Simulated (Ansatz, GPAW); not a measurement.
# Work function of a 4-layer slab of Ca(110) at several levels

Aim: the work function of both faces of a 4-layer slab of Ca(110), and its spread over functionals and bases.

Calculated with GPAW 26.7.0 and Ansatz 0.2.0; Ansatz plane waves; slab in vacuum with a dipole correction, relaxation, in the first sound run; inputs show where later runs differ.

### Step 1. Set-up

The cell holds 4 atoms: 4 Ca. Its edges and angles: a = 5.580 Å, b = 3.946 Å, c = 23.918 Å, α = 90.0°, β = 90.0°, γ = 90.0°. Vacuum lies along c.

### Step 2. Relaxing the atoms

The atoms are relaxed first, since the surface dipole, and with it the work function, follows the positions of the outer layers. The lowest 2 atoms are held at bulk positions and keep their forces.

File input.yaml:

```yaml
crystal:
  lattice:
    - [5.58, 0.0, 0.0]
    - [0.0, 3.945655839, 0.0]
    - [0.0, 0.0, 23.9184837585]
  atoms:
    - { symbol: Ca, position: [0.5, 0.5, 0.3762780321] }
    - { symbol: Ca, position: [0.0, 0.0, 0.458759344] }
    - { symbol: Ca, position: [0.5, 0.5, 0.541240656] }
    - { symbol: Ca, position: [0.0, 0.0, 0.6237219679] }
kpoints:
  mp_grid: { grid: [6, 8, 1] }
hamiltonian:
  xc: pbe
scf:
  occupations: { method: fermi_dirac, width: 0.1 }
efield:
  axis: 3
  dipole_correction: true
  ramp_width: 0.05
relax:
  f_tol: 0.02
  max_steps: 60
  constraints: [{ sites: [0, 1] }]
output:
  write_potential: true
  write_density: true
  volumetric_format: npy
```

On the command line:

```
$ ansatz run input.yaml --threads 4 --pin off --max-ram 8192MiB --backend cpu --events-out ev --progress --plain --runs-dir out
```

Numbers of over 12 decimals in the logs are rounded to 6 here.

What it wrote:

```text
Engine: ansatz 0.2.0, aarch64-unknown-linux-gnu
Pseudopotentials: kind: paw
Pseudopotential: Ca, paw, valence charge 10, recommended cutoff 420 eV (normal), Ca.paw.azcp
Functional definition: PBE
  parameter kappa = 0.804
  parameter beta = 0.066725
  exchange = pbe_x(kappa = kappa, mu = beta*pi^2/3)
  correlation = pbe_c(beta = beta)
Crystal: 4 atoms, lattice volume = 526.608 Å³
Basis set: ecut = 420 eV, 10349 PW (Γ), exchange–correlation on 80×54×320 points (8 copies of the dense FFT grid, shifted against one another)
Bands: 24, of which v1, the nominal top of the filled ones, is band 20 counted from 1 (19 counted from 0)
Symmetry: 4 space group operations
k-points: 20 of 48
Non-local potential: Ca, projectors of the file, l = 0: 3, l = 1: 2, l = 2: 2
PAW form: soft (Blöchl's): semilocal exchange-correlation on the pseudo side does not see the compensation charge
PAW one-centre angular grid: Ca, 110 points (default); XC on 64 Gauss nodes
Initial density: superposition of atomic densities (neutral atoms: chi_scale 0, normalization atom), corrected by the library's trained network
Initial wavefunctions: pseudopotential atomic-orbital guess
Functional: x = pbe(κ = 0.804, μ = 0.219515), c = pbe(β = 0.066725)
SCF iter   1: F=—  HF=-7266.061426 eV  |F-HF|=—  |Δ(HF+E_count)|=         —  Δρ=1.17e-3  dr2=1.27e-1  ethr=1.77e-3  p=-0.000 e·Å  D=-1.47e-14 V/Å  ΔV_dip=0.00 eV  dr2_dipole=1.09e-7  V_vac-E_F(+/−)=2.58/2.59 eV  ⟨swp⟩=12.4  Hψ=6891  notcnv=0
efield: sawtooth ramp at fractional position 0.9750 (placed from the atoms, in the widest stretch of the axis that holds none; the zero of the levels goes with the place), width 0.0500; the density the first Hamiltonian is built on has a dipole p = -0.000 e·Å; the dipole correction subtracts the counter field D = -1.47e-14 V/Å, which shifts the + side's vacuum level by +0.00 eV against the − side's; the planar-averaged density in the ramp window peaks in size at 5.7e-6 e/Å³
automatic band count: the SCF goes on with 28 bands, as 24 were too few: the levels above may hold too much charge
preconditioner: auto → LDOS  [metal: Δε(μ)=0.034 eV  Ē_g=2.140 eV  σ=0.100 eV  W_gap=0.08  n_scr=44 (ndim 8)  ℏωp=4.6 eV  f_vac=0.562  D(μ)=5.60/eV (n_scr^D=24)  β→1.0]
SCF iter   2: F=—  HF=-7266.058065 eV  |F-HF|=—  |Δ(HF+E_count)|=   3.36e-3  Δρ=5.56e-4  dr2=5.10e-3  ethr=3.16e-4  p=0.000 e·Å  D=4.34e-6 V/Å  ΔV_dip=-0.00 eV  dr2_dipole=8.91e-8  V_vac-E_F(+/−)=2.74/2.74 eV  ⟨swp⟩=1.8  Hψ=806  notcnv=0
SCF iter   3: F=—  HF=-7266.058388 eV  |F-HF|=—  |Δ(HF+E_count)|=   3.23e-4  Δρ=3.18e-4  dr2=1.12e-3  ethr=1.28e-5  p=0.000 e·Å  D=5.02e-6 V/Å  ΔV_dip=-0.00 eV  dr2_dipole=3.10e-9  V_vac-E_F(+/−)=2.74/2.74 eV  ⟨swp⟩=2.0  Hψ=885  notcnv=0
SCF iter   4: F=—  HF=-7266.058229 eV  |F-HF|=—  |Δ(HF+E_count)|=   1.59e-4  Δρ=5.77e-5  dr2=8.69e-5  ethr=2.80e-6  p=0.000 e·Å  D=3.50e-6 V/Å  ΔV_dip=-0.00 eV  dr2_dipole=8.19e-11  V_vac-E_F(+/−)=2.75/2.75 eV  ⟨swp⟩=2.0  Hψ=800  notcnv=0
iter 5 did not close the SCF: its close was put off for the readings that it lacked (scf_convergence_deferred on its scf_iter line)
SCF iter   5: F=-7266.058254 eV  HF=-7266.058253 eV  |F-HF|=1.24e-6  |Δ(HF+E_count)|=   2.44e-5  Δρ=1.71e-5  dr2=7.05e-6  ethr=2.17e-7  p=0.000 e·Å  D=1.08e-6 V/Å  ΔV_dip=-0.00 eV  dr2_dipole=2.06e-10  V_vac-E_F(+/−)=2.76/2.76 eV  ⟨swp⟩=2.0  Hψ=680  notcnv=0
SCF iter   6: F=-7266.058257 eV  HF=-7266.058256 eV  |F-HF|=2.02e-7  |Δ(HF+E_count)|=   3.27e-6  Δρ=5.23e-6  dr2=3.39e-7  ethr=1.76e-8  p=0.000 e·Å  D=1.75e-7 V/Å  ΔV_dip=-0.00 eV  dr2_dipole=3.77e-11  V_vac-E_F(+/−)=2.76/2.76 eV  ⟨swp⟩=11.0  Hψ=4755  notcnv=0
SCF 1 converged in 6 iterations: F = -7266.058257 eV  dr2 = 3.39e-7
  greatest PAW one-centre occupation: 0.996 electrons in one spin orbital (limit 2), on the Ca atom at site 0 (counted from 0), in its partial waves of l = 0
relax step   1: F+E_penalty+E_count = -7266.05825664 eV  Δ(F+E_penalty+E_count) = +0.000e0 eV  max|allowed force component| = 1.391e-1 eV/Å  Δτ_max = 0.0000 Å  (6 SCF iters, dr2 threshold 1.00e-5 eV, accepted)
Bands: 28, of which v1, the nominal top of the filled ones, is band 20 counted from 1 (19 counted from 0)
Initial density: handed on by an earlier stage of this run
Initial wavefunctions: those handed on with the density
iter 1 solved again at ethr=3.07e-4 eV; its pass at ethr=3.10e-3 eV (dr2=1.23e-1 eV) is discarded
SCF iter   1: F=—  HF=-7266.075829 eV  |F-HF|=—  |Δ(HF+E_count)|=         —  Δρ=8.94e-4  dr2=4.69e-2  ethr=3.07e-4  p=0.000 e·Å  D=1.75e-7 V/Å  ΔV_dip=-0.00 eV  dr2_dipole=7.02e-3  V_vac-E_F(+/−)=2.78/2.78 eV  ⟨swp⟩=1.1  Hψ=2369  notcnv=0
efield: sawtooth ramp at fractional position 0.9750 (handed on by an earlier solve), width 0.0500; the density the first Hamiltonian is built on has a dipole p = 0.000 e·Å; the dipole correction subtracts the counter field D = 1.75e-7 V/Å, which shifts the + side's vacuum level by -0.00 eV against the − side's; the planar-averaged density in the ramp window peaks in size at 3.0e-7 e/Å³
eigensolver tolerance schedule: the retry pair's looser diagonalisation over-reported the residual by 1.61 of it (diagonalisation noise at 0.22 of the residual, at the tolerance the schedule requests for it); recorded, not acted on — ethr = c·dr2/N_el stays at c = 1.0e-1
preconditioner: auto → LDOS  [metal: Δε(μ)=0.025 eV  Ē_g=2.172 eV  σ=0.100 eV  W_gap=0.06  n_scr=44 (ndim 8)  ℏωp=4.6 eV  f_vac=0.563  D(μ)=5.28/eV (n_scr^D=20)  β→1.0]
SCF iter   2: F=—  HF=-7266.072619 eV  |F-HF|=—  |Δ(HF+E_count)|=   3.21e-3  Δρ=3.97e-4  dr2=3.73e-3  ethr=1.17e-4  p=0.005 e·Å  D=1.81e-3 V/Å  ΔV_dip=-0.04 eV  dr2_dipole=8.88e-4  V_vac-E_F(+/−)=2.72/2.76 eV  ⟨swp⟩=1.9  Hψ=603  notcnv=0
SCF iter   3: F=—  HF=-7266.072363 eV  |F-HF|=—  |Δ(HF+E_count)|=   2.56e-4  Δρ=1.75e-4  dr2=3.98e-4  ethr=9.33e-6  p=0.002 e·Å  D=6.06e-4 V/Å  ΔV_dip=-0.01 eV  dr2_dipole=1.01e-5  V_vac-E_F(+/−)=2.75/2.76 eV  ⟨swp⟩=2.0  Hψ=854  notcnv=0
SCF iter   4: F=—  HF=-7266.072367 eV  |F-HF|=—  |Δ(HF+E_count)|=   4.23e-6  Δρ=5.42e-5  dr2=3.80e-5  ethr=9.96e-7  p=0.001 e·Å  D=3.25e-4 V/Å  ΔV_dip=-0.01 eV  dr2_dipole=9.96e-8  V_vac-E_F(+/−)=2.75/2.76 eV  ⟨swp⟩=2.0  Hψ=860  notcnv=0
SCF iter   5: F=—  HF=-7266.072370 eV  |F-HF|=—  |Δ(HF+E_count)|=   2.79e-6  Δρ=1.22e-5  dr2=1.69e-6  ethr=9.50e-8  p=0.000 e·Å  D=2.04e-5 V/Å  ΔV_dip=-0.00 eV  dr2_dipole=1.62e-10  V_vac-E_F(+/−)=2.76/2.76 eV  ⟨swp⟩=2.0  Hψ=943  notcnv=0
[...]
efield: sawtooth ramp at fractional position 0.9750 (handed on by an earlier solve), width 0.0500; the density the first Hamiltonian is built on has a dipole p = -0.000 e·Å; the dipole correction subtracts the counter field D = -5.51e-5 V/Å, which shifts the + side's vacuum level by +0.00 eV against the − side's; the planar-averaged density in the ramp window peaks in size at 3.1e-7 e/Å³
preconditioner: auto → LDOS  [metal: Δε(μ)=0.031 eV  Ē_g=2.191 eV  σ=0.100 eV  W_gap=0.08  n_scr=44 (ndim 8)  ℏωp=4.6 eV  f_vac=0.569  D(μ)=5.08/eV (n_scr^D=20)  β→1.0]
SCF iter   2: F=—  HF=-7266.079426 eV  |F-HF|=—  |Δ(HF+E_count)|=   5.75e-3  Δρ=6.13e-4  dr2=1.68e-2  ethr=2.63e-4  p=0.006 e·Å  D=2.16e-3 V/Å  ΔV_dip=-0.05 eV  dr2_dipole=6.33e-3  V_vac-E_F(+/−)=2.72/2.77 eV  ⟨swp⟩=1.6  Hψ=746  notcnv=0
SCF iter   3: F=—  HF=-7266.078884 eV  |F-HF|=—  |Δ(HF+E_count)|=   5.42e-4  Δρ=2.59e-4  dr2=1.01e-3  ethr=4.21e-5  p=0.001 e·Å  D=4.26e-4 V/Å  ΔV_dip=-0.01 eV  dr2_dipole=7.84e-6  V_vac-E_F(+/−)=2.75/2.76 eV  ⟨swp⟩=2.5  Hψ=809  notcnv=0
SCF iter   4: F=—  HF=-7266.078861 eV  |F-HF|=—  |Δ(HF+E_count)|=   2.28e-5  Δρ=1.27e-4  dr2=1.22e-4  ethr=2.51e-6  p=0.001 e·Å  D=1.84e-4 V/Å  ΔV_dip=-0.00 eV  dr2_dipole=1.25e-6  V_vac-E_F(+/−)=2.76/2.76 eV  ⟨swp⟩=2.0  Hψ=839  notcnv=0
SCF iter   5: F=—  HF=-7266.078897 eV  |F-HF|=—  |Δ(HF+E_count)|=   3.59e-5  Δρ=2.63e-5  dr2=1.35e-5  ethr=3.05e-7  p=-0.000 e·Å  D=-1.42e-5 V/Å  ΔV_dip=0.00 eV  dr2_dipole=4.97e-7  V_vac-E_F(+/−)=2.76/2.76 eV  ⟨swp⟩=2.0  Hψ=872  notcnv=0
SCF iter   6: F=—  HF=-7266.078900 eV  |F-HF|=—  |Δ(HF+E_count)|=   3.16e-6  Δρ=9.07e-6  dr2=6.70e-7  ethr=3.36e-8  p=-0.000 e·Å  D=-1.62e-4 V/Å  ΔV_dip=0.00 eV  dr2_dipole=6.03e-11  V_vac-E_F(+/−)=2.77/2.76 eV  ⟨swp⟩=2.0  Hψ=718  notcnv=0
SCF iter   7: F=-7266.078900 eV  HF=-7266.078900 eV  |F-HF|=5.02e-8  |Δ(HF+E_count)|=   1.11e-7  Δρ=2.94e-6  dr2=1.05e-7  ethr=1.13e-9  p=-0.001 e·Å  D=-1.91e-4 V/Å  ΔV_dip=0.00 eV  dr2_dipole=1.90e-9  V_vac-E_F(+/−)=2.77/2.76 eV  ⟨swp⟩=10.8  Hψ=4137  notcnv=0
SCF 3 converged in 7 iterations: F = -7266.078900 eV  dr2 = 1.05e-7
relax step   3: F+E_penalty+E_count = -7266.07890032 eV  Δ(F+E_penalty+E_count) = -6.530e-3 eV  max|allowed force component| = 2.186e-2 eV/Å  Δτ_max = 0.1342 Å  (7 SCF iters, dr2 threshold 4.53e-7 eV, accepted)
SCF iter   1: F=—  HF=-7266.079403 eV  |F-HF|=—  |Δ(HF+E_count)|=         —  Δρ=2.72e-4  dr2=3.41e-3  ethr=9.33e-5  p=-0.001 e·Å  D=-1.91e-4 V/Å  ΔV_dip=0.00 eV  dr2_dipole=7.93e-5  V_vac-E_F(+/−)=2.76/2.76 eV  ⟨swp⟩=3.1  Hψ=1312  notcnv=0
efield: sawtooth ramp at fractional position 0.9750 (handed on by an earlier solve), width 0.0500; the density the first Hamiltonian is built on has a dipole p = -0.001 e·Å; the dipole correction subtracts the counter field D = -1.91e-4 V/Å, which shifts the + side's vacuum level by +0.00 eV against the − side's; the planar-averaged density in the ramp window peaks in size at 3.1e-7 e/Å³
preconditioner: auto → LDOS  [metal: Δε(μ)=0.030 eV  Ē_g=2.170 eV  σ=0.100 eV  W_gap=0.07  n_scr=44 (ndim 8)  ℏωp=4.6 eV  f_vac=0.566  D(μ)=5.21/eV (n_scr^D=20)  β→1.0]
SCF iter   2: F=—  HF=-7266.079233 eV  |F-HF|=—  |Δ(HF+E_count)|=   1.69e-4  Δρ=1.47e-4  dr2=7.97e-4  ethr=8.51e-6  p=-0.001 e·Å  D=-5.09e-4 V/Å  ΔV_dip=0.01 eV  dr2_dipole=7.57e-5  V_vac-E_F(+/−)=2.78/2.77 eV  ⟨swp⟩=1.8  Hψ=801  notcnv=0
SCF iter   3: F=—  HF=-7266.079168 eV  |F-HF|=—  |Δ(HF+E_count)|=   6.51e-5  Δρ=5.44e-5  dr2=8.11e-5  ethr=1.99e-6  p=-0.001 e·Å  D=-3.47e-4 V/Å  ΔV_dip=0.01 eV  dr2_dipole=1.77e-5  V_vac-E_F(+/−)=2.77/2.76 eV  ⟨swp⟩=2.3  Hψ=812  notcnv=0
SCF iter   4: F=—  HF=-7266.079233 eV  |F-HF|=—  |Δ(HF+E_count)|=   6.50e-5  Δρ=3.66e-5  dr2=1.31e-5  ethr=2.03e-7  p=-0.001 e·Å  D=-2.83e-4 V/Å  ΔV_dip=0.01 eV  dr2_dipole=2.84e-6  V_vac-E_F(+/−)=2.77/2.76 eV  ⟨swp⟩=2.1  Hψ=838  notcnv=0
SCF iter   5: F=—  HF=-7266.079231 eV  |F-HF|=—  |Δ(HF+E_count)|=   2.52e-6  Δρ=9.58e-6  dr2=1.20e-6  ethr=3.26e-8  p=-0.001 e·Å  D=-2.23e-4 V/Å  ΔV_dip=0.01 eV  dr2_dipole=3.06e-7  V_vac-E_F(+/−)=2.77/2.76 eV  ⟨swp⟩=2.1  Hψ=685  notcnv=0
SCF iter   6: F=-7266.079231 eV  HF=-7266.079231 eV  |F-HF|=2.78e-9  |Δ(HF+E_count)|=   1.20e-7  Δρ=2.26e-6  dr2=3.65e-8  ethr=2.50e-10  p=-0.001 e·Å  D=-1.74e-4 V/Å  ΔV_dip=0.00 eV  dr2_dipole=1.17e-9  V_vac-E_F(+/−)=2.77/2.76 eV  ⟨swp⟩=8.9  Hψ=4175  notcnv=0
SCF 4 converged in 6 iterations: F = -7266.079231 eV  dr2 = 3.65e-8
relax step   4: F+E_penalty+E_count = -7266.07923093 eV  Δ(F+E_penalty+E_count) = -3.306e-4 eV  max|allowed force component| = 1.838e-3 eV/Å  Δτ_max = 0.0258 Å  (6 SCF iters, accepted)
NSCF: frozen V_eff on 20 k-points
the band table was solved once a step of the walk had ended and its energy, with any forces and stress, was formed, with the checks that follow a solve (3214 applications of the Hamiltonian). They found nothing against the state; the energy, forces and stress were not computed again (output.eigenvalues in the input reference)
WARN: The output density's exchange-correlation potential varies sharply where the density is thin. Do not read a vacuum level from v_tot or v_xc, or from such a field of the output density. On a cell that repeats whose density bears no net charge and no dipole along the vacuum's axis use v_es (v_loc + v_h of the components); under efield.dipole_correction with no amplitude use v_es + v_field, which holds any externa [...]
SCF converged after 6 iterations
Free energy (F): -7266.079231 eV
Harris-Foulkes:  -7266.079231 eV  (|F-HF|=2.78e-9)
Internal energy: -7265.903565 eV  (E = F + TS)
E sigma→0 (E₀):  -7265.991398 eV
Entropy (-TS):   -0.175666 eV (-43.916 meV/atom)
Fermi energy:    -0.180943 eV
Dipole field:    D = -0.000145 V/Å  (p = -0.000423 e·Å, saw-weighted, corrected)
Work function:   Φ+ = 2.7661 eV   Φ− = 2.7626 eV
Levels:          The Fermi level and band energies are counted from a zero that moves with the ramp; work functions are not
--- Per-component energies (eV) ---
  E_band       = -918.190169
  E_kinetic    = 1098.814489
  E_local      = -15852.799168  (includes V_loc(G=0)·N_el)
  E_nonlocal   = 254.668887
  E_hartree    = 7256.693217
  E_xc         = -541.291270
  E_vxc        = -674.478738  (∫ρ·V_xc dr)
  E_paw        = -3432.838410  (= ΣΔE_a)
  E_vpaw       = -257.782806  (= ΣTr[D̂ρ^β])
  E_aug_tail   = -0.000024  (compensation charges beyond the density's cutoff)
  E_efield     = 0.000000  (sawtooth field / dipole correction)
  E_vefield    = -0.000481  (∫n·V_field dr)
  E_ewald      = 3950.848713
  E_smearing   = -0.175666  (= −TS)
  E_closure    = -0.000000  (closes the sum)
  Σ components = -7266.079231   (vs F -7266.079231, Δ=0.00e0)
--- Forces (eV/Å), atoms counted from 1 ---
  atom   1  Ca    -0.00000000     0.00000000     0.07134650
  atom   2  Ca    -0.00000000     0.00000000    -0.06873005
  atom   3  Ca     0.00000000     0.00000000    -0.00081143
  atom   4  Ca    -0.00000000     0.00000000    -0.00183822
  max |Σ_I F_I| component: 3.32e-5 eV/Å
--- Band table (eV; the first three rows and the last of 20) ---
  k-point 0: bands = [... 16 lower, -3.8170, -2.6739, -1.2203, -0.3591, -0.0387, 0.4345, 0.5108, 0.7421, ... 4 higher]
  k-point 1: bands = [... 16 lower, -3.6455, -2.5105, -1.0767, -0.2506, 0.0523, 0.4737, 0.4817, 0.6895, ... 4 higher]
  k-point 2: bands = [... 16 lower, -3.1486, -2.0448, -0.6986, -0.0789, 0.2330, 0.4029, 0.5218, 0.5697, ... 4 higher]
  k-point 19: bands = [... 16 lower, -0.8461, -0.8359, -0.3764, -0.3639, 0.1782, 0.1805, 0.1813, 0.1853, ... 4 higher]
--- Relaxed structure (4 steps of the walk, 4 accepted, 0 SCFs on fresh bases) ---
  F+E_penalty+E_count = -7266.07923093 eV   max|allowed force component| = 1.838e-3 eV/Å
  atoms:
    - { symbol: Ca, position: [0.500000, 0.5, 0.376278] }
    - { symbol: Ca, position: [0.0, 0.0, 0.458759] }
    - { symbol: Ca, position: [0.500000, 0.5, 0.535606] }
    - { symbol: Ca, position: [0, 0, 0.615516] }
```

Elapsed: 24 s, on 4 threads of Arm Neoverse V1, shared host; peak memory 0.77 GiB.

Relaxation path:

| step | energy less that of the first step (eV) | largest force component (eV/Å) |
| --- | --- | --- |
| 1 | 0.0000 | 0.1391 |
| 2 | -0.0141 | 0.0851 |
| 3 | -0.0206 | 0.0219 |
| 4 | -0.0210 | 0.0018 |

Forces are held to the 4 operations that the run works with; a distortion that breaks them can't arise in this run.

The atoms that moved most (Å):

| atom | dx | dy | dz | length |
| --- | --- | --- | --- | --- |
| Ca4 | 0.000 | 0.000 | -0.196 | 0.196 |
| Ca3 | 0.000 | 0.000 | -0.135 | 0.135 |

The relaxed structure:

```xyz
4
Lattice="5.5800 0.0000 0.0000 0.0000 3.9457 0.0000 0.0000 0.0000 23.9185" Properties=species:S:1:pos:R:3
Ca    2.7900    1.9728    9.0000
Ca    0.0000    0.0000   10.9728
Ca    2.7900    1.9728   12.8109
Ca    0.0000    0.0000   14.7222
```

This step gave:

```
free energy             : -7266.0792 eV
smearing term TS        : 0.1757 eV
symmetry operations     : 4
upper work function     : 2.766 eV
lower work function     : 2.763 eV
dipole along the normal : -4.23e-4 e·Å
dipole field            : -1.45e-4 V/Å
vacuum level above      : 2.585 eV
vacuum level below      : 2.582 eV
```

The electrostatic potential energy of an electron (with the applied field's), less the Fermi level, planar mean oscillates, so the rows of the table below give means over windows of 1 Å about each position, cut where the curve ends. Its maxima inside the range that stand out by 2 % of the span (Å: eV): 10.0: -0.968, 12.0: -1.44, 13.8: -1.22. Its minima: 9.0: -5.03, 10.9: -4.75, 12.9: -4.79, 14.7: -5.05.

Table of electrostatic potential energy of an electron (with the applied field's), less the Fermi level, planar mean by z; means over each step:

z (Å), electrostatic potential energy of an electron (with the applied field's), less the Fermi level, planar mean (eV) and a bar from the least value:
```
        0       2.76 ##############################
        1       2.76 ##############################
        2       2.76 ##############################
        3       2.76 ##############################
        4       2.76 ##############################
        5       2.75 ##############################
        6       2.68 ##############################
        7       2.27 ############################
        8       0.17 ###################
        9      -4.18 
       10      -1.73 ###########
       11      -4.03 #
       12      -2.24 ########
       13      -3.84 #
       14      -2.37 ########
       15      -3.56 ###
       16       1.15 #######################
       17       2.46 #############################
       18       2.72 ##############################
       19       2.76 ##############################
       20       2.77 ##############################
       21       2.77 ##############################
       22       2.77 ##############################
       23       2.77 ##############################
```

The valence density, planar mean oscillates, so the rows of the table below give means over windows of 1.94 Å about each position, cut where the curve ends. Its maxima inside the range that stand out by 2 % of the span (Å: e/Å³): 9.0: 0.394, 10.9: 0.404, 12.9: 0.406, 14.7: 0.392. Its minima: 10.0: 0.0825, 12.0: 0.101, 13.8: 0.0892.

The valence density, planar mean by z; means over each step:

| z (Å) | valence density, planar mean (e/Å³) |
| --- | --- |
| 2.91 | 6.8e-6 |
| 4.85 | 2.7e-4 |
| 6.79 | 0.00671 |
| 8.73 | 0.212 |
| 10.67 | 0.235 |
| 12.61 | 0.241 |
| 14.55 | 0.227 |
| 16.49 | 0.0157 |
| 18.43 | 5.9e-4 |
| 20.37 | 1.6e-5 |

The relaxation lowered the energy of the cell by 0.0210 eV.

[end of part 1 of 3]

[Logs are printed without paths, hosts, clocks, repeated set-up lines and the standing remarks that a program may print on its own settings, such as how far it seeks lower states.]

[Hosts, paths, dates, database ids (printed as entryN), source tags and the programs' standing remarks are cut or masked in the printed files.]
